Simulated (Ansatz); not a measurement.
# Structural relaxation of random rutile alloy of IrO2 and SiO2 (96 atoms)

How does random rutile alloy of IrO2 and SiO2 (96 atoms) relax, and what do bonds, charges and levels look like afterwards?

Method: Kohn-Sham DFT, PBE, PAW (set soft_2), plane waves, in Ansatz 0.2.0.

**1. Starting point**

The cell holds 96 atoms: 8 Si, 64 O and 24 Ir. Cell: a = 8.837 Å, b = 8.837 Å, c = 12.127 Å, α = 90.0°, β = 90.0°, γ = 90.0°. It derives from IrO2 (rutile) and SiO2, repeated 2×2×4. Rutile IrO2, 2 x 2 x 4 conventional cells, 8 of 32 Ir sites given to Si at random (x = 0.250), lattice by Vegard's rule (cell 4.418, 4.418, 3.032, 90, 90, 90); every coordinate displaced by a Gaussian of 0.07 Å.

Before any run, some limits are plain. The host structure and its lattice constant were typed by rule, without a check against the phase diagram. The main run has no spin polarisation, so moments on Ir can't form in it, and no Hubbard term. Spin–orbit coupling is left out, which matters for the levels of the heavy elements.

**2. Single point at the start**

The forces at the start show how far the geometry lies from a minimum of this functional.

Input file input.yaml:

```yaml
crystal:
  lattice:
    - [8.8366, 0.0, 0.0]
    - [0.0, 8.8366, 0.0]
    - [0.0, 0.0, 12.1268]
  atoms:
    - { symbol: Si, position: [0.01672, 0.01678, 0.00278] }
    - { symbol: Si, position: [0.24928, 0.247, 0.12537] }
    - { symbol: O, position: [0.14623, 0.14466, 0.98904] }
    - { symbol: O, position: [0.33635, 0.35709, 0.00576] }
    [... 86 atom lines left out ...]
    - { symbol: Ir, position: [0.48903, 0.50261, 0.74712] }
    - { symbol: Ir, position: [0.74811, 0.75295, 0.87705] }
    - { symbol: O, position: [0.64948, 0.64518, 0.75974] }
    - { symbol: O, position: [0.8434, 0.84627, 0.74723] }
    - { symbol: O, position: [0.61031, 0.91277, 0.88529] }
    - { symbol: O, position: [0.91471, 0.59926, 0.88139] }
kpoints:
  mp_grid: { grid: [2, 2, 1] }
hamiltonian:
  xc: pbe
scf:
  occupations: { method: fermi_dirac, width: 0.025 }
output:
  forces: true
  stress: true
  populations: true
  dos:
    method: { smearing: { sigma: 0.15 } }
    de: 0.1
    projected: { site_lists: { Ir: [Ir], O: [O], Si: [Si] } }
  eigenvalues: true
```

Launch:

```sh
> ansatz run input.yaml --threads 8 --pin off --max-ram 15872MiB --backend cpu --events-out ev --progress --plain --runs-dir out
```

Wall time 42 s (8 threads of Intel Xeon Platinum 8259CL at 2.50GHz (Skylake/Cascade Lake), shared host); peak memory 7.6 GiB; 4.9 min of CPU time.

The run gave:

```yaml
free_energy: -327775.6694 eV
free_energy_per_atom: -3414.3299 eV/atom
scf_cycles: 12
pressure: 25.24 GPa
r_m_s_force_component: 2.87 eV/Å
longest_force: 11.18 eV/Å
fermi_energy: 14.42 eV
levels_partly_filled_by_over_2_per_cent: 17
spilling_of_the_projection: 0.005464
```

The r.m.s. force component of 2.9 eV/Å and the pressure of 25 GPa set the starting point.

Length of the force by element:

| element | coordination | atoms | mean length of the force (eV/Å) | spread | least | most |
| --- | --- | --- | --- | --- | --- | --- |
| Ir | all | 24 | 6.03 | 2.65 | 2.65 | 11.2 |
| O | all | 64 | 4.05 | 1.86 | 1.30 | 9.83 |
| Si | all | 8 | 2.35 | 1.44 | 0.924 | 5.01 |

**3. Relaxation**

With the cell held, the atoms are moved downhill towards a nearby minimum.

input.yaml, the sections that differ from step 2:

```yaml
output:
  forces: true
relax:
  f_tol: 0.03
  max_steps: 92
# crystal, kpoints, hamiltonian, scf: as in step 2
```

Run time: 98 s. Hardware: 8 threads; peak memory 7.7 GiB.

Relaxation path:

```csv
step,energy less that of the first step (eV),largest force component (eV/Å)
1,0.0000,10.1237
2,-22.2386,3.3447
3,-27.4940,0.4214
4,-27.5623,0.1899
5,-27.5749,0.0512
6,-27.5756,0.0164
```

The atoms that moved most (Å):

```
atom      dx      dy      dz  length
 O23  -0.056   0.186   0.281   0.342
 O39   0.000   0.241  -0.225   0.329
 O93   0.141   0.104  -0.273   0.324
  O3   0.019  -0.025   0.287   0.288
 O47  -0.088   0.157   0.219   0.284
 O66   0.189  -0.012   0.206   0.280
  O9   0.033   0.044  -0.274   0.279
 O83   0.116  -0.241   0.003   0.268
```

The relaxation changed the energy by -287 meV/atom, and atoms moved by 0.17 Å r.m.s., 0.34 Å at most.

**4. Local order after relaxation**

Bonds before and after, by the cutoffs listed below:

```
pair  bonds before  bonds after  mean before (Å)  mean after (Å)  spread before (Å)  spread after (Å)
O-Ir           144          144            1.936           1.971              0.095             0.032
O-Si            46           48            1.924           1.819              0.121             0.031
```

Density 10.3 g/cm³, 9.864 Å³ an atom.

g(r), total and by pair (bins of 0.2 Å):

| r (Å) | total | O-O | O-Ir | O-Si | Ir-Ir | Ir-Si | Si-Si |
| --- | --- | --- | --- | --- | --- | --- | --- |
| 1.70 | 0.31 | 0.00 | 0.00 | 2.81 | 0.00 | 0.00 | 0.00 |
| 1.90 | 3.24 | 0.00 | 7.10 | 7.85 | 0.00 | 0.00 | 0.00 |
| 2.10 | 0.66 | 0.00 | 1.98 | 0.00 | 0.00 | 0.00 | 0.00 |
| 2.30 | 0.17 | 0.38 | 0.00 | 0.00 | 0.00 | 0.00 | 0.00 |
| 2.50 | 0.87 | 1.96 | 0.00 | 0.00 | 0.00 | 0.00 | 0.00 |
| 2.70 | 1.68 | 3.77 | 0.00 | 0.00 | 0.00 | 0.00 | 0.00 |
| 2.90 | 0.89 | 1.75 | 0.00 | 0.00 | 0.59 | 1.13 | 4.17 |
| 3.10 | 0.71 | 1.21 | 0.00 | 0.00 | 2.05 | 1.05 | 0.00 |
| 3.30 | 1.19 | 0.73 | 1.80 | 1.25 | 0.46 | 1.91 | 2.06 |
| 3.50 | 1.41 | 0.10 | 1.23 | 1.89 | 6.95 | 6.98 | 2.98 |
| 3.70 | 0.48 | 0.23 | 0.88 | 0.76 | 0.00 | 0.00 | 0.00 |
| 3.90 | 1.24 | 0.74 | 1.93 | 2.34 | 0.00 | 0.00 | 0.00 |
| 4.10 | 0.51 | 0.16 | 1.09 | 0.67 | 0.00 | 0.00 | 0.00 |
| 4.30 | 0.93 | 1.01 | 0.84 | 0.80 | 1.03 | 0.83 | 1.23 |
| 4.50 | 1.66 | 1.41 | 1.87 | 2.21 | 1.52 | 1.19 | 2.38 |
| 4.70 | 1.16 | 1.62 | 1.02 | 0.94 | 0.00 | 0.00 | 0.00 |
| 4.90 | 0.69 | 1.34 | 0.26 | 0.10 | 0.00 | 0.00 | 0.00 |
| 5.10 | 0.71 | 1.16 | 0.45 | 0.39 | 0.00 | 0.00 | 0.00 |
| 5.30 | 1.39 | 1.32 | 1.09 | 1.23 | 2.62 | 2.70 | 3.31 |
| 5.50 | 1.52 | 1.35 | 1.22 | 1.23 | 3.42 | 3.12 | 3.12 |
| 5.70 | 0.81 | 0.71 | 0.99 | 1.06 | 0.41 | 0.31 | 0.74 |
| 5.90 | 0.62 | 0.09 | 1.27 | 1.24 | 0.11 | 0.39 | 0.00 |
| 6.10 | 0.40 | 0.44 | 0.31 | 0.18 | 0.70 | 0.77 | 0.00 |
| 6.30 | 0.76 | 1.12 | 0.37 | 0.32 | 0.83 | 1.30 | 0.00 |
| 6.50 | 1.20 | 0.92 | 1.81 | 1.71 | 0.00 | 0.00 | 0.00 |
| 6.70 | 1.12 | 1.02 | 1.46 | 1.63 | 0.00 | 0.00 | 0.00 |
| 6.90 | 1.60 | 1.98 | 1.22 | 1.37 | 1.48 | 1.72 | 0.48 |
| 7.10 | 1.50 | 1.25 | 1.31 | 0.98 | 3.62 | 4.09 | 1.64 |

Bonds by pair of elements; cutoffs follow the first minimum of g(r), held within bounds set by covalent radii, and pairs that aren't listed don't count as bonded:

| pair A-B | cutoff (Å) | bonds | mean length (Å) | spread (Å) | shortest (Å) | B about A | A about B |
| --- | --- | --- | --- | --- | --- | --- | --- |
| O-Ir | 2.43 | 144 | 1.97 | 0.032 | 1.91 | 2.25 | 6 |
| O-Si | 2.16 | 48 | 1.82 | 0.031 | 1.77 | 0.75 | 6 |

How many atoms have how many bonded neighbours:

```
element  mean   3   6
     Ir     6   0  24
      O     3  64   0
     Si     6   0   8
```

Bond angles, per cent of each kind in bins of 5°:

```
angle (°)  O-Ir-O  O-Si-O  Ir-O-Ir  Ir-O-Si  Si-O-Si
    70–75     3.6     4.2      0.0      0.0      0.0
    75–80     6.9     4.2      0.0      0.0      0.0
    80–85     2.8     4.2      0.0      0.0      0.0
    85–90    26.9    31.7      0.0      0.0      0.0
    90–95    26.1    21.7      0.0      0.0      0.0
   95–100     2.5     4.2      9.3      2.7      0.0
  100–105     7.5    10.0     22.4     17.6     18.2
  105–110     3.6     0.0      3.7      6.8     36.4
  110–115     0.0     0.0      0.0      0.0      0.0
  115–120     0.0     0.0      2.8      0.0      0.0
  120–125     0.0     0.0     12.1      5.4      0.0
  125–130     0.0     0.0     39.3     29.7      0.0
  130–135     0.0     0.0     10.3     29.7      0.0
  135–140     0.0     0.0      0.0      8.1     45.5
  140–145     0.0     0.0      0.0      0.0      0.0
  145–150     0.0     0.0      0.0      0.0      0.0
  150–155     0.0     0.0      0.0      0.0      0.0
  155–160     0.0     0.0      0.0      0.0      0.0
  160–165     0.0     0.0      0.0      0.0      0.0
  165–170     0.0     0.0      0.0      0.0      0.0
  170–175     0.8     3.3      0.0      0.0      0.0
  175–180    19.2    16.7      0.0      0.0      0.0
```

Bond angles (no mean is given where the spread exceeds 20°):

```
  angle  count  mean (°)  spread (°)
 O-Ir-O    360         -           -
 O-Si-O    120         -           -
Ir-O-Ir    107       118        12.4
Ir-O-Si     74       123        12.5
Si-O-Si     11       120          16
```

Rings of the network by King's shortest-path rule, up to 12 atoms, one path for each pair of neighbours; H, halogens, alkali and alkaline-earth atoms are left out, and the last column divides by all other atoms, bonded or not:

| ring size (atoms) | rings | per network atom |
| --- | --- | --- |
| 4 | 32 | 0.333 |
| 6 | 128 | 1.33 |
| 8 | 90 | 0.938 |

First main peaks of g(r), for some of the pairs, lie near 2.77 Å (O-O), 1.97 Å (O-Ir) and 1.82 Å (O-Si). Counting bonds as in the table, all Ir atoms have 6, all O atoms have 3 and all Si atoms have 6 bonded neighbours. Rings of 6 atoms are the most common (51 % of those counted); sizes run from 4 to 8.

**5. Single point at the relaxed geometry**

One more single point at the end of the walk gives the fuller output and checks the residual forces.

Input file input.yaml:

```yaml
crystal:
  lattice:
    - [8.8366, 0.0, 0.0]
    - [0.0, 8.8366, 0.0]
    - [0.0, 0.0, 12.1268]
  atoms:
    - { symbol: Si, position: [0.00367, 0.99443, 0.99778] }
    - { symbol: Si, position: [0.24469, 0.24716, 0.12165] }
    - { symbol: O, position: [0.14841, 0.14186, 0.01267] }
    - { symbol: O, position: [0.34468, 0.33769, 0.01361] }
    [... 86 atom lines left out ...]
    - { symbol: Ir, position: [0.50102, 0.50117, 0.74896] }
    - { symbol: Ir, position: [0.75787, 0.7528, 0.8722] }
    - { symbol: O, position: [0.66545, 0.65694, 0.73722] }
    - { symbol: O, position: [0.8572, 0.85227, 0.74036] }
    - { symbol: O, position: [0.59878, 0.89937, 0.87515] }
    - { symbol: O, position: [0.91517, 0.59784, 0.88887] }
kpoints:
  mp_grid: { grid: [2, 2, 1] }
hamiltonian:
  xc: pbe
scf:
  occupations: { method: fermi_dirac, width: 0.025 }
output:
  forces: true
  stress: true
  populations: true
  dos:
    method: { smearing: { sigma: 0.1 } }
    de: 0.1
    projected: { site_lists: { Ir: [Ir], O: [O], Si: [Si] } }
  eigenvalues: true
  write_density: true
  write_potential: true
  volumetric_format: npy
```

Wall time 36 s (8 threads); peak memory 7.6 GiB.

Read from the output:

```
free energy                             : -327803.2450 eV
free energy per atom                    : -3414.6171 eV/atom
SCF cycles                              : 10
pressure                                : 9.718 GPa
r.m.s. force component                  : 0.00527 eV/Å
longest force                           : 0.01806 eV/Å
Fermi energy                            : 14.08 eV
levels partly filled by over 2 per cent : 15
spilling of the projection              : 0.005366
```

Löwdin charges by element (they lack the spilled electrons, 0.046 e an atom on average):

```csv
element,coordination,atoms,mean charge (e),spread,least,most
Ir,all,24,1.42,0.0115,1.40,1.44
O,all,64,-0.658,0.0331,-0.714,-0.602
Si,all,8,1.56,0.0039,1.55,1.57
```

Charge against the make-up of the first shell:

| Ir neighbours of O | atoms | mean charge (e) |
| --- | --- | --- |
| 1 | 11 | -0.702 |
| 2 | 26 | -0.675 |
| 3 | 27 | -0.623 |

Density of states as counts of states in windows of 1 eV (from the Fermi level), total and the larger projections:

```
from (eV)  to (eV)  total   O p  Ir d
      -14      -11    0.0   0.0   0.0
      -11      -10    8.9   5.4   1.2
      -10       -9   22.3  13.9   5.2
       -9       -8   55.0  34.7  15.8
       -8       -7   54.6  36.1  14.4
       -7       -6   53.2  37.7  11.0
       -6       -5   58.4  44.1  11.2
       -5       -4   63.9  50.2  11.5
       -4       -3   49.5  41.2   7.0
       -3       -2   29.6  17.7  10.9
       -2       -1   67.8  16.5  49.3
       -1        0   39.6  14.7  24.0
        0        1   25.1  10.7  13.8
        1        2    5.2   0.8   3.3
        2        3   33.4   8.1  19.5
        3        4   34.2  12.3  18.0
        4        5   23.6   9.5  11.4
```

Between -26 and -14 eV lie 128 more states.

The stored curve holds about 631 of the 824 electrons; the rest, give or take the few that broadening carries across the Fermi level, lie in deeper levels below its range.

The levels nearest the highest filled one (over half full), pooled over k-points and spins:

```
level less the highest filled one (eV)  occupation
                               -0.0738        1.92
                               -0.0712        1.91
                               -0.0632        1.88
                                -0.053        1.82
                               -0.0371        1.69
                                     0        1.10
                                0.0331       0.493
                                0.0346       0.472
                                0.0508       0.278
                                0.0564       0.228
                                0.0651       0.167
                                0.0764       0.109
```

Mean Löwdin charges: Ir +1.42, O -0.66, Si +1.56 e (they miss 0.54 % of the electrons, so they add up to more than the cell's charge). The charge on O changes by +0.042 e for each Ir neighbour that takes the place of another kind, on average. Within 0.4 eV of the Fermi level the largest share is Ir d (56 % of the projected weight).

**6. What came out**

| Item | Value |
| --- | --- |
| energy change in the relaxation | -287.2 meV/atom |
| r.m.s. displacement | 0.167 Å |
| largest displacement | 0.342 Å |
| free energy per atom | -3414.6171 eV/atom |
| density | 10.28 g/cm³ |
| pressure | 9.718 GPa |
| r.m.s. force component | 0.00527 eV/Å |
| wall time of the 3 DFT runs | 3 min |

Relaxation lowers the energy by 287 meV/atom and moves atoms by 0.17 Å r.m.s.; the r.m.s. force component goes from 2.9 to 0.0053 eV/Å, the pressure goes from 25 to 9.7 GPa. By the final cutoffs 0 of 190 bonded pairs parted and 2 joined. First to last step the energy falls by 27.576 eV; the largest move, 0.34 Å, is that of O23. The O-Si bonds change most in mean length: from 1.924 Å (spread 0.121) to 1.819 Å (spread 0.031), and their number from 46 to 48. Counting bonds as in the table, all Ir atoms have 6, all O atoms have 3 and all Si atoms have 6 bonded neighbours. 15 levels are partly filled, by over 2 % (on the run's k-points): no clear gap opens at this level.

Caveats: The pressure of 9.7 GPa shows the cell to be compressed for this functional.

[Logs are printed without paths, hosts, clocks, repeated set-up lines and the standing remarks that a program may print on its own settings, such as how far it seeks lower states.]

[Hosts, paths, dates, database ids (printed as entryN), source tags and the programs' standing remarks are cut or masked in the printed files.]
